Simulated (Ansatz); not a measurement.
# KCl (Sylvite, Fm-3m): a volume series of phonon spectra

Wanted: mode Grüneisen parameters of KCl (Sylvite) and a free-energy fit over volumes.

What experiment has found for this phase:
- volume expansion coefficient 111.3 1e-6/K and heat capacity C_P per formula unit 51.7 J/mol/K near room temperature (given in “High-Throughput Prediction of Finite-Temperature Properties using the Quasi-Harmonic Approximation”, 2016, arXiv:1603.06924)
- volume expansion coefficient 114.9 1e-6/K near room temperature (given in “Descriptors for thermal expansion in solids”, 2017, arXiv:1701.03966)

Method: DFT LDA, scalar-relativistic, plane waves, PAW, in Ansatz 0.2.0.

**1. Set-up**

The structure is cubic, space group Fm-3m (No. 225). Conventional cell: a = 6.293 Å, b = 6.293 Å, c = 6.293 Å, α = 90.00°, β = 90.00°, γ = 90.00°. Nearest to K lie 6 Cl at 3.15 Å. Cl has 6 K at 3.15 Å nearest. Farther neighbours and most contacts between anions are not listed.

**2. Probe on a coarse mesh**

Before spending time, one coarse run tells the gap and the pressure of the starting cell.

File input.yaml:

```yaml
crystal:
  lattice:
    - [0.0, 3.14647, 3.14647]
    - [3.14647, 0.0, 3.14647]
    - [3.14647, 3.14647, 0.0]
  atoms:
    - { symbol: K, position: [0.0, 0.0, 0.0] }
    - { symbol: Cl, position: [0.5, 0.5, 0.5] }
kpoints:
  mp_grid: { grid: [6, 6, 6] }
hamiltonian:
  xc: lda
scf:
  occupations: { method: gaussian, width: 0.1 }
output:
  forces: true
  stress: true
  eigenvalues: true
```

On the command line:

```bash
> ansatz run input.yaml --threads 4 --pin off --max-ram 16384MiB --backend cpu --events-out ev --progress --plain --runs-dir out
```

Numbers of over 12 decimals in the logs are rounded to 6 here.

The log of the run:

```text
Engine: ansatz 0.2.0, aarch64-unknown-linux-gnu
Pseudopotentials: kind: paw
Pseudopotential: K, paw, valence charge 9, recommended cutoff 420 eV (normal), K.paw.azcp
Pseudopotential: Cl, paw, valence charge 7, recommended cutoff 420 eV (normal), Cl.paw.azcp
Functional definition: SPW92
  exchange = slater_x
  correlation = pw_c
Crystal: 2 atoms, lattice volume = 62.302 Å³
Basis set: ecut = 420 eV, 1243 PW (Γ)
Bands: 12, of which v1, the nominal top of the filled ones, is band 8 counted from 1 (7 counted from 0)
Symmetry: 48 space group operations
Space group: Fm-3m (ITA 225), of the structure as read, at distance tolerance 4.0e-5 Å
k-points: 16 of 216
Non-local potential: K, projectors of the file, l = 0: 3, l = 1: 2, l = 2: 2
Non-local potential: Cl, projectors of the file, l = 0: 2, l = 1: 2, l = 2: 2
PAW form: soft (Blöchl's): semilocal exchange-correlation on the pseudo side does not see the compensation charge
PAW frozen core: K, regenerated for the run's functional, and the local potential with it (the file was generated under x = pbe(κ = 0.804, μ = 0.219515), c = pbe(β = 0.066725))
PAW frozen core: Cl, regenerated for the run's functional, and the local potential with it (the file was generated under x = pbe(κ = 0.804, μ = 0.219515), c = pbe(β = 0.066725))
PAW one-centre angular grid: K, 110 points (default); XC on 64 Gauss nodes
PAW one-centre angular grid: Cl, 110 points (default); XC on 64 Gauss nodes
Initial density: superposition of atomic densities (neutral atoms: chi_scale 0, normalization atom), corrected by the library's trained network
Initial wavefunctions: pseudopotential atomic-orbital guess
Functional: x = slater, c = lda
SCF iter   1: F=—  HF=-2544.258324 eV  |F-HF|=—  |Δ(HF+E_count)|=         —  Δρ=6.14e-3  dr2=2.30e-2  ethr=1.77e-3  ⟨swp⟩=5.4  Hψ=1178  notcnv=0
preconditioner: auto → none  [insulator: Δε(μ)=4.622 eV  Ē_g=14.845 eV  σ=0.100 eV  W_gap=1.00  n_scr=14 (ndim 8)  ℏωp=17.6 eV  f_vac=0.081  D(μ)=0.00/eV (n_scr^D=0)  ε∞_Penn≈2.4]
SCF iter   2: F=—  HF=-2544.250398 eV  |F-HF|=—  |Δ(HF+E_count)|=   7.93e-3  Δρ=2.80e-3  dr2=2.13e-3  ethr=1.44e-4  ⟨swp⟩=2.2  Hψ=386  notcnv=0
SCF iter   3: F=—  HF=-2544.249746 eV  |F-HF|=—  |Δ(HF+E_count)|=   6.52e-4  Δρ=9.37e-4  dr2=3.14e-4  ethr=1.33e-5  ⟨swp⟩=2.3  Hψ=309  notcnv=0
SCF iter   4: F=—  HF=-2544.249649 eV  |F-HF|=—  |Δ(HF+E_count)|=   9.70e-5  Δρ=8.65e-5  dr2=3.86e-6  ethr=1.96e-6  ⟨swp⟩=2.2  Hψ=255  notcnv=0
SCF iter   5: F=—  HF=-2544.249649 eV  |F-HF|=—  |Δ(HF+E_count)|=   5.53e-8  Δρ=1.47e-5  dr2=3.34e-8  ethr=2.41e-8  ⟨swp⟩=2.8  Hψ=298  notcnv=0
SCF iter   6: F=-2544.249649 eV  HF=-2544.249649 eV  |F-HF|=3.82e-11  |Δ(HF+E_count)|=   9.01e-9  Δρ=8.98e-7  dr2=2.63e-10  ethr=2.09e-10  ⟨swp⟩=1.9  Hψ=643  notcnv=0
SCF 1 converged in 6 iterations: F = -2544.249649 eV  dr2 = 2.63e-10
  greatest PAW one-centre occupation: 0.985 electrons in one spin orbital (limit 2), on the K atom at site 0 (counted from 0), in its partial waves of l = 0
SCF converged after 6 iterations
Free energy (F): -2544.249649 eV
Harris-Foulkes:  -2544.249649 eV  (|F-HF|=3.82e-11)
Internal energy: -2544.249649 eV  (E = F + TS)
E sigma→0 (E₀):  -2544.249649 eV
Fermi energy:    2.959890 eV
--- Per-component energies (eV) ---
  E_band       = -134.551910
  E_kinetic    = 414.715583
  E_local      = -837.013784  (includes V_loc(G=0)·N_el)
  E_nonlocal   = 45.499935
  E_hartree    = 278.027148
  E_xc         = -238.994810
  E_vxc        = -285.129303  (∫ρ·V_xc dr)
  E_paw        = -1367.911162  (= ΣΔE_a)
  E_vpaw       = -28.678811  (= ΣTr[D̂ρ^β])
  E_aug_tail   = 0.000095  (compensation charges beyond the density's cutoff)
  E_ewald      = -839.020646
  E_core_change = 0.447992  (= ΣΔE_core)
  E_smearing   = -0.000000  (= −TS)
  E_closure    = 0.000000  (closes the sum)
  Σ components = -2544.249649   (vs F -2544.249649, Δ=0.00e0)
--- Forces (eV/Å), atoms counted from 1 ---
  atom   1  K     -0.00000000    -0.00000000    -0.00000000
  atom   2  Cl     0.00000000    -0.00000000    -0.00000000
  max |Σ_I F_I| component: 5.42e-30 eV/Å
--- Stress (GPa, compression-positive) ---
       -1.959901       0.000000      -0.000000
        0.000000      -1.959901       0.000000
        0.000000       0.000000      -1.959901
  P = ⅓ Tr σ = -1.9599 GPa (-19.599 kbar)
--- Band table (eV; the first three rows and the last of 16) ---
  k-point 0: bands = [... 4 lower, -9.9507, 0.5872, 0.5872, 0.5872, 5.3302, 8.6625, 8.6625, 8.6625]
  k-point 1: bands = [... 4 lower, -9.8851, 0.2438, 0.4957, 0.4957, 5.9868, 8.4661, 9.0096, 9.0096]
  k-point 2: bands = [... 4 lower, -9.7637, -0.3079, 0.3232, 0.3232, 7.2261, 8.5103, 9.9508, 9.9508]
  k-point 15: bands = [... 4 lower, -9.8966, -0.0203, 0.1370, 0.2064, 7.4866, 9.1483, 9.2925, 10.4674]
```

It took 0.78 s on 4 threads of Arm Neoverse V2, shared host; peak memory 0.28 GiB; 1.3 s of CPU time.

This step gave:

| Quantity | Value |
| --- | --- |
| pressure | -1.960 GPa |
| gap on the k-mesh | 4.743 eV |
| volume per atom | 31.15 Å³ |

The start is under -2.0 GPa at this level and looks like an insulator or semiconductor on this mesh.

**3. Relaxation**

Phonons are second derivatives about a minimum, so cell and atoms are relaxed first, inside the symmetry of the start.

input.yaml, the sections that differ from step 2:

```yaml
scf:
  occupations: { method: gaussian, width: 0.02 }
output:
  forces: true
  stress: true
  eigenvalues: true
  write_density: true
  write_potential: true
  elf: true
  volumetric_format: npy
relax:
  adjacent_minimum: "off"
  f_tol: 0.005
  max_steps: 80
  cell: { stress_tol: 0.05 }
# crystal, kpoints, hamiltonian: as in step 2
```

The log of the run:

```text
[...]
Crystal: 2 atoms, lattice volume = 62.302 Å³
Basis set: ecut = 420 eV, 1243 PW (Γ)
Bands: 12, of which v1, the nominal top of the filled ones, is band 8 counted from 1 (7 counted from 0)
Symmetry: 48 space group operations
[...]
k-points: 16 of 216
[...]
SCF iter   1: F=—  HF=-2544.258325 eV  |F-HF|=—  |Δ(HF+E_count)|=         —  Δρ=6.14e-3  dr2=2.29e-2  ethr=1.77e-3  ⟨swp⟩=6.0  Hψ=1226  notcnv=0
[...]
SCF iter   6: F=-2544.249649 eV  HF=-2544.249649 eV  |F-HF|=1.57e-10  |Δ(HF+E_count)|=   1.00e-8  Δρ=1.13e-6  dr2=4.84e-10  ethr=1.86e-10  ⟨swp⟩=4.9  Hψ=993  notcnv=0
SCF 1 converged in 6 iterations: F = -2544.249649 eV  dr2 = 4.84e-10
[...]
relax step   1: F+E_penalty+E_count = -2544.24964890 eV  Δ(F+E_penalty+E_count) = +0.000e0 eV  max|allowed force component| = 3.458e-29 eV/Å  Δτ_max = 0.0000 Å  P = -1.960 GPa  Ω = 62.302 Å³  (6 SCF iters, dr2 threshold 1.00e-7 eV, accepted)
Crystal: 2 atoms, lattice volume = 58.814 Å³
Basis set: ecut = 420 eV, 1139 PW (Γ)
[...]
iter 1 solved again at ethr=1.74e-5 eV; its pass at ethr=3.10e-3 eV (dr2=2.78e-3 eV) is discarded
[...]
SCF iter   6: F=-2544.282822 eV  HF=-2544.282822 eV  |F-HF|=1.45e-9  |Δ(HF+E_count)|=   2.68e-8  Δρ=2.46e-6  dr2=3.75e-9  ethr=1.25e-9  ⟨swp⟩=8.0  Hψ=1269  notcnv=0
SCF 2 converged in 6 iterations: F = -2544.282822 eV  dr2 = 3.75e-9
relax step   2: F+E_penalty+E_count = -2544.28282244 eV  Δ(F+E_penalty+E_count) = -3.317e-2 eV  max|allowed force component| = 2.222e-29 eV/Å  Δτ_max = 0.0000 Å  P = -1.022 GPa  Ω = 58.814 Å³  energy of the carried Pulay correction = +7.349e-5 eV  (6 SCF iters, dr2 threshold 2.00e-7 eV, accepted)
Crystal: 2 atoms, lattice volume = 55.433 Å³
Basis set: ecut = 420 eV, 1067 PW (Γ)
[...]
SCF iter   5: F=-2544.291432 eV  HF=-2544.291432 eV  |F-HF|=1.52e-8  |Δ(HF+E_count)|=   1.76e-7  Δρ=9.22e-6  dr2=2.64e-8  ethr=1.25e-9  ⟨swp⟩=9.1  Hψ=1432  notcnv=0
SCF 3 converged in 5 iterations: F = -2544.291432 eV  dr2 = 2.64e-8
relax step   3: F+E_penalty+E_count = -2544.29143157 eV  Δ(F+E_penalty+E_count) = -8.609e-3 eV  max|allowed force component| = 1.019e-30 eV/Å  Δτ_max = 0.0000 Å  P = +0.293 GPa  Ω = 55.433 Å³  energy of the carried Pulay correction = +1.489e-4 eV  (5 SCF iters, dr2 threshold 2.00e-7 eV, accepted)
[...]
relax step   4: F+E_penalty+E_count = -2544.29200104 eV  Δ(F+E_penalty+E_count) = -5.695e-4 eV  max|allowed force component| = 1.939e-30 eV/Å  Δτ_max = 0.0000 Å  P = -0.028 GPa  Ω = 56.152 Å³  energy of the carried Pulay correction = +1.325e-4 eV  (4 SCF iters, dr2 threshold 2.00e-7 eV, accepted)
[...]
SCF iter   1: F=—  HF=-2544.291907 eV  |F-HF|=—  |Δ(HF+E_count)|=         —  Δρ=6.07e-5  dr2=2.78e-7  ethr=9.86e-7  ⟨swp⟩=2.7  Hψ=1668  notcnv=0
eigensolver tolerance schedule: the retry pair's looser diagonalisation over-reported the residual by 566.56 of it (diagonalisation noise at 0.22 of the residual, at the tolerance the schedule requests for it); recorded, not acted on — ethr = c·dr2/N_el stays at c = 1.0e-1
[...]
SCF iter   2: F=—  HF=-2544.291904 eV  |F-HF|=—  |Δ(HF+E_count)|=   3.54e-6  Δρ=2.94e-5  dr2=6.05e-8  ethr=1.74e-9  ⟨swp⟩=2.3  Hψ=306  notcnv=0
[...]
SCF iter   5: F=-2544.291904 eV  HF=-2544.291904 eV  |F-HF|=0.00e0  |Δ(HF+E_count)|=  1.05e-11  Δρ=1.09e-7  dr2=1.93e-12  ethr=1.00e-12  ⟨swp⟩=5.0  Hψ=704  notcnv=0
SCF 5 converged in 5 iterations: F = -2544.291904 eV  dr2 = 1.93e-12
relax step   5: F+E_penalty+E_count = -2544.29190392 eV  Δ(F+E_penalty+E_count) = +9.712e-5 eV  max|allowed force component| = 3.640e-30 eV/Å  Δτ_max = 0.0000 Å  P = -0.029 GPa  Ω = 56.152 Å³  stress off target by 2.92e-2 GPa  SCF on the basis re-selected at this cell (its energy is not comparable with the rows above)  (5 SCF iters)
basis re-selected at this cell: Δ(F+E_penalty+E_count) = +9.712e-5 eV, ΔP = -0.001 GPa vs the last step (what re-selecting the basis moved, of the pressure what is left beyond the Pulay correction that the steps carried, after the strain that the cell walked since its last selection, with what the two solves' SCF thresholds leave and, on support functions, any second-order correction that the steps lacked; it is no m [...]
SCF converged after 5 iterations
Free energy (F): -2544.291904 eV
[...]
Internal energy: -2544.291904 eV  (E = F + TS)
E sigma→0 (E₀):  -2544.291904 eV
Fermi energy:    3.887608 eV
[...]
--- Stress (GPa, compression-positive) ---
       -0.029233      -0.000000      -0.000000
       -0.000000      -0.029233      -0.000000
       -0.000000      -0.000000      -0.029233
  P = ⅓ Tr σ = -0.0292 GPa (-0.292 kbar)
--- Band table (eV; the first three rows and the last of 16) ---
  k-point 0: bands = [... 4 lower, -8.9809, 1.3339, 1.3339, 1.3339, 6.4412, 9.4325, 9.4325, 9.4325]
  k-point 1: bands = [... 4 lower, -8.8952, 0.9277, 1.2149, 1.2149, 7.1593, 9.2606, 9.8177, 9.8177]
  k-point 2: bands = [... 4 lower, -8.7364, 0.2780, 0.9935, 0.9935, 8.3746, 9.4992, 10.8678, 10.8678]
  k-point 15: bands = [... 4 lower, -8.9115, 0.6656, 0.7942, 0.9122, 8.2297, 10.1952, 10.5416, 11.6524]
--- Relaxed structure (4 steps of the walk, 4 accepted, 1 SCFs on fresh bases) ---
  F+E_penalty+E_count = -2544.29190392 eV   max|allowed force component| = 3.640e-30 eV/Å   (the final SCF, on the basis selected at the relaxed cell)
  cell:  # Å, volume = 56.1521 Å³
    - [0, 3.039335, 3.039335]
    - [3.039335, 0, 3.039335]
    - [3.039335, 3.039335, 0]
  atoms:
    - { symbol: K, position: [0, 0, 0] }
    - { symbol: Cl, position: [0.5, 0.5, 0.5] }
```

It took 1.3 s on 4 threads; peak memory 0.3 GiB; 3.9 s of CPU time.

Step by step:

```
step  energy less that of the first step (eV)  largest force component (eV/Å)  pressure (GPa)  volume (Å³)
   1                                   0.0000                          0.0000           -1.96        62.30
   2                                  -0.0332                          0.0000           -1.02        58.81
   3                                  -0.0418                          0.0000            0.29        55.43
   4                                  -0.0424                          0.0000           -0.03        56.15
  5*                                  -0.0423                          0.0000           -0.03        56.15
```

Relaxation steps marked * repeat the geometry before them on a plane-wave basis chosen anew for their cell, so energy and pressure can jump there.

The run keeps the 48 symmetry operations that it works with, so distortions that break them were not tested.

```
conventional cell, symmetrised  before  after  change
                         a (Å)   6.293  6.079  -3.4 %
                         b (Å)   6.293  6.079  -3.4 %
                         c (Å)   6.293  6.079  -3.4 %
              volume (Å³/atom)   31.15  28.08  -9.9 %
```

The relaxed structure:

```xyz
2
Lattice="0.0000 3.0393 3.0393 3.0393 0.0000 3.0393 3.0393 3.0393 0.0000" Properties=species:S:1:pos:R:3 pbc="T T T"
K     0.0000    0.0000    0.0000
Cl    3.0393    3.0393    3.0393
```

This step gave:

```
pressure          : -0.02923 GPa
gap on the k-mesh : 5.107 eV
volume per atom   : 28.08 Å³
```

Valence density in the ac plane of the conventional cell at fractional y = 0.000, with atoms of K and Cl within 0.2 Å of it. It is the smooth field of the valence electrons, not physical close to the nuclei.

Ten even steps from '0' (0.0 e/Å³) to '9' (4.2 e/Å³), each cell a mean:
```
96200023233100148
53000012331000014
10000000110000001
00000000000000000
00000000000000000
10000000100000001
32100003541000013
23200026984000133
03200027995100132
33100015763000023
21000001220000012
00000000000000000
00000000000000000
00000000000000000
21000001221000002
74100013332000036
97200023023100159
```
Columns run along a (6.1 Å), rows up along c (6.1 Å), edges of the conventional cell, whose origin can differ from the input's. Atoms in or near the plane, at fractional coordinates: K at (0.00, 0.00), K at (0.50, 0.50), Cl at (0.50, 0.00), Cl at (0.00, 0.50).

Electrostatic potential energy in the ac plane of the conventional cell at fractional y = 0.000, with atoms of K and Cl within 0.2 Å of it. With pseudopotentials it is smooth inside the atoms' cores, unlike the true potential.

Values in eV, 9 rows by 16 columns, each cell a mean:
```
-38 -25  -5   4   7   4 -14 -36 -40 -26  -2   6   6   1 -16 -34
 -1   2   5   7   7   7   6   3   2   5   7   8   7   6   3   0
  5   6   7   8   7   6   5   4   3   4   6   7   8   7   7   5
-29 -16   2   7   6   2 -10 -25 -29 -17  -2   5   7   5  -7 -25
-48 -38  -7   6   5  -2 -24 -44 -46 -35 -10   3   6   2 -24 -46
-17  -7   4   7   6   4  -4 -15 -18  -9   1   5   7   6  -1 -14
  6   6   7   7   7   7   6   5   5   6   7   7   8   7   7   6
 -8  -3   3   6   7   7   4  -3  -6   1   6   7   7   5   0  -6
-44 -32  -8   4   6   2 -20 -43 -46 -34  -5   6   5  -1 -21 -41
```
Columns run along a (6.1 Å; values clipped at the 3rd and 97th percentile), rows up along c (6.1 Å), edges of the conventional cell, whose origin can differ from the input's. Atoms in or near the plane, at fractional coordinates: K at (0.00, 0.00), K at (0.50, 0.50), Cl at (0.50, 0.00), Cl at (0.00, 0.50).

ELF in the ac plane of the conventional cell at fractional y = 0.000, with atoms of K and Cl within 0.2 Å of it. It is the smooth field of the valence electrons, not physical close to the nuclei.

Ten even steps from '0' (0.02) to '9' (0.86), each cell a mean:
```
89821799679941699
99611699999830489
65200479998620146
10000134443200001
44310000110000234
99740025663102689
99961169998303899
69971289899614997
48971399789614996
89971289999504999
99951058986203799
77520002321001467
11100011111000011
32000257776410012
98401599999730268
99821799899940599
79931798469941698
```
Columns run along a (6.1 Å), rows up along c (6.1 Å), edges of the conventional cell, whose origin can differ from the input's. Atoms in or near the plane, at fractional coordinates: K at (0.00, 0.00), K at (0.50, 0.50), Cl at (0.50, 0.00), Cl at (0.00, 0.50).

The relaxation ends with a pressure of -0.03 GPa.

**4. A second relaxation**

The relaxation is run once more from where the first one ended, as the script does after a large change of volume or of the gap, with mesh and occupations reviewed.

input.yaml, the sections that differ from step 3:

```yaml
crystal:
  lattice:
    - [0.0, 3.0393353207, 3.0393353207]
    - [3.0393353207, 0.0, 3.0393353207]
    - [3.0393353207, 3.0393353207, 0.0]
  atoms:
    - { symbol: K, position: [0.0, 0.0, 0.0] }
    - { symbol: Cl, position: [0.5, 0.5, 0.5] }
output:
  forces: true
  stress: true
  eigenvalues: true
# kpoints, hamiltonian, scf, relax: as in step 3
```

The log of the run:

```text
[...]
Crystal: 2 atoms, lattice volume = 56.152 Å³
Basis set: ecut = 420 eV, 1067 PW (Γ)
Bands: 12, of which v1, the nominal top of the filled ones, is band 8 counted from 1 (7 counted from 0)
Symmetry: 48 space group operations
[...]
k-points: 16 of 216
[...]
k-point 15: bands = [... 4 lower, -8.9115, 0.6656, 0.7942, 0.9122, 8.2297, 10.1952, 10.5416, 11.6524]
--- Relaxed structure (1 steps of the walk, 1 accepted, 1 SCFs on fresh bases) ---
[...]
cell:  # Å, volume = 56.1521 Å³
    - [0.0, 3.0393353207, 3.0393353207]
    - [3.0393353207, 0.0, 3.0393353207]
    - [3.0393353207, 3.0393353207, 0.0]
  atoms:
    - { symbol: K, position: [0.0, 0.0, 0.0] }
    - { symbol: Cl, position: [0.500000, 0.500000, 0.500000] }
[key lines of the parts left out:]
SCF converged after 4 iterations
Free energy (F): -2544.291904 eV
Fermi energy:    3.887608 eV
P = ⅓ Tr σ = -0.0292 GPa (-0.292 kbar)
```

Elapsed: 0.52 s, on 4 threads; peak memory 0.29 GiB.

Little changed from the start: no atom moved by 0.005 Å and no cell edge by 0.1 %.

**5. Relaxing to small residual forces and stress**

The thresholds are tightened for a last relaxation ahead of the phonons, and where mesh or smearing change with them the cell follows.

input.yaml, the sections that differ from step 4:

```yaml
kpoints:
  mp_grid: { grid: [8, 8, 8] }
scf:
  occupations: { method: fixed }
relax:
  adjacent_minimum: "off"
  f_tol: 0.001
  max_steps: 60
  cell: { stress_tol: 0.01 }
# crystal, hamiltonian, output: as in step 4
```

The log of the run:

```text
[...]
Crystal: 2 atoms, lattice volume = 56.152 Å³
Basis set: ecut = 420 eV, 1067 PW (Γ)
Bands: 12, of which v1, the nominal top of the filled ones, is band 8 counted from 1 (7 counted from 0)
Symmetry: 48 space group operations
[...]
k-points: 29 of 512
[...]
k-point 28: bands = [... 4 lower, -8.8526, 0.7086, 0.7826, 0.7826, 9.1542, 9.1542, 10.9023, 11.3846]
--- Relaxed structure (2 steps of the walk, 2 accepted, 1 SCFs on fresh bases) ---
[...]
cell:  # Å, volume = 56.1058 Å³
    - [0, 3.038501, 3.038501]
    - [3.038501, 0, 3.038501]
    - [3.038501, 3.038501, 0]
  atoms:
    - { symbol: K, position: [0, 0, 0] }
    - { symbol: Cl, position: [0.5, 0.5, 0.5] }
[key lines of the parts left out:]
SCF converged after 8 iterations
Free energy (F): -2544.291916 eV
Fermi energy:    1.340232 eV
P = ⅓ Tr σ = -0.0094 GPa (-0.094 kbar)
```

It took 0.99 s on 4 threads; peak memory 0.3 GiB; 3.2 s of CPU time.

Little changed from the start: no atom moved by 0.005 Å and no cell edge by 0.1 %.

This step gave:

```yaml
pressure: -0.009401 GPa
gap_on_the_k_mesh: 5.110 eV
volume_per_atom: 28.05 Å³
```

The residual pressure is -0.0094 GPa, small enough for phonons.

[end of part 1 of 4]

[Logs are printed without paths, hosts, clocks, repeated set-up lines and the standing remarks that a program may print on its own settings, such as how far it seeks lower states.]

[Hosts, paths, dates, database ids (printed as entryN), source tags and the programs' standing remarks are cut or masked in the printed files.]

[A step with changed settings may run another functional than the one named; its input shows which.]

[Of the runs on displaced cells, only some may be shown.]
